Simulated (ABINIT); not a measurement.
An input for ABINIT 10.8.3 (CdSnAs2 (I-42d)):

```
acell 3*1.0 Angstrom
rprim 
  -3.047100000000 3.047100000000 5.959100000000
  3.047100000000 -3.047100000000 5.959100000000
  3.047100000000 3.047100000000 -5.959100000000
ntypat 3
znucl 48 50 33
natom 8
typat 1 1 2 2 3 3 3 3
xred 
  -0.000000000000 -0.000000000000 0.000000000000
  0.750000000000 0.250000000000 0.500000000000
  0.250000000000 0.750000000000 0.500000000000
  0.500000000000 0.500000000000 -0.000000000000
  0.624607690535 0.625000000000 0.499607690535
  0.375000000000 0.874607690535 0.999607690535
  0.125392309465 0.125000000000 0.500392309465
  0.875000000000 0.375392309465 0.000392309465
pp_dirpath "pseudos"
pseudos "Cd.upf, Sn.upf, As.upf"
ecut 47
ngkpt 2 2 2
nshiftk 1
shiftk 0 0 0
kptopt 1
chksymbreak 0
istwfk *1
occopt 1
irdwfk 1
optdriver 3
nband 162
ecuteps 3.2
inclvkb 2
awtr 1
symchi 1
indata_prefix "in"
outdata_prefix "out"
tmpdata_prefix "tmp"
gwmem 10
```

```sh
OMP_NUM_THREADS=2 mpirun -n 8 abinit run.abi > log
```

Question: How long will it take on 8 MPI ranks of Arm Neoverse V2, shared host, and how much memory?

It took 17 min; on shared hardware allow 8.6 min to 35 min. Peak host memory was 5.2 GiB.

[Paths, hosts, dates, memory and timing lines, banners, echoed tables and standing remarks are left out of the program output.]

[Logs are printed without paths, hosts, clocks, repeated set-up lines and the standing remarks that a program may print on its own settings, such as how far it seeks lower states.]

[Runs of the session that timed out or met a known fault of the program may be left out.]

[Hosts, paths, dates, database ids (printed as entryN), source tags and the programs' standing remarks are cut or masked in the printed files.]

[G0W0 gaps are taken among the corrected bands and points alone; a level outside them can change the order at an edge.]

[Where Ansatz stands beside ABINIT at settings called matched, ABINIT's density can come from a denser mesh and the files from another edition; pairs whose starting gaps differed by over 0.03 eV were left out, so agreement reads better than it is.]
